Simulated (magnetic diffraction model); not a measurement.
## DyZrCu: what an assumed order does to the neutron pattern

Space group P6_3mc (no. 186), a = 4.4510 Å, c = 7.1420 Å.

| site | atom | x | y | z |
| --- | --- | --- | --- | --- |
| 2a | Dy | 0 | 0 | 0.4948 |
| 2b | Zr | 1/3 | 2/3 | 0.7257 |
| 2b | Cu | 2/3 | 1/3 | 0.8121 |

The compound is invented for this exercise: a known structure type with other elements, its cell scaled to their sizes and not relaxed.

Only Dy is taken to order (form factors of Dy3+); orders and moment sizes are assumed, and not adapted to the symmetry. Radiation: neutrons of λ = 2.52 Å (absorption by Dy left out), 8° to 85°; isotropic B of 0.18 Å² (Dy), 0.21 Å² (Zr) and 0.24 Å² (Cu). Simulated constant-wavelength pattern: nuclear and magnetic terms add, the magnetic one as |2.695 fm × Σ f S⊥ exp(2πi Q·r) exp(−B s²)|², summed over all Q at one angle with the factor 1/(sin²θ cos θ). For collinear order S is the moment m, which repeats by lattice and centring translations R with the sign exp(−2πi k·R). Free-ion form factors, Sears's scattering lengths of 1992, no absorption; a label names one of the reflections at its angle. The strongest nuclear line in the range is 100, and lines under 0.2 are left out.

Assume the order k = (1/2 1/2 0), collinear moments along [001], 7.2 μB on Dy; signs + at (0, 0, 0.4948), + at (0, 0, 0.9948).

Predict the pattern, nuclear and magnetic parts apart.

```
2θ (°)         index  nuclear  magnetic
 18.81  (1/2 -1/2 0)      0.0      88.8
 32.89   (1/2 1/2 0)      0.0      28.1
 38.16       (1 0 0)     17.1       0.0
 41.32       (0 0 2)      2.2       0.0
 43.61       (1 0 1)      3.6       0.0
 45.77  (1/2 -1/2 2)      0.0       5.0
 51.24  (3/2 -1/2 0)      0.0      22.0
 53.79   (1/2 1/2 2)      0.0       7.8
 57.50       (1 0 2)    100.0       0.0
 58.72  (3/2 -3/2 0)      0.0       8.2
 67.85  (3/2 -1/2 2)      0.0      14.6
 68.97       (1 1 0)     72.6       0.0
 72.21   (3/2 1/2 0)      0.0      10.7
 74.32  (3/2 -3/2 2)      0.0       6.6
 76.93       (1 0 3)     10.9       0.0
 81.65       (2 0 0)      5.3       0.0
 83.69       (1 1 2)      4.6       0.0
```

The strongest magnetic line in the range is (1/2 -1/2 0) at 18.81° (88.8). On top of the Lorentz factor, which all lines share, magnetic lines fade with angle because f falls: for Dy3+ it is 0.96, 0.84, 0.69 and 0.41 at sin θ/λ = 0.1, 0.2, 0.3 and 0.5 Å⁻¹, while nuclear lengths stay constant. The order has no net moment.

[Logs are printed without paths, hosts, clocks, repeated set-up lines and the standing remarks that a program may print on its own settings, such as how far it seeks lower states.]
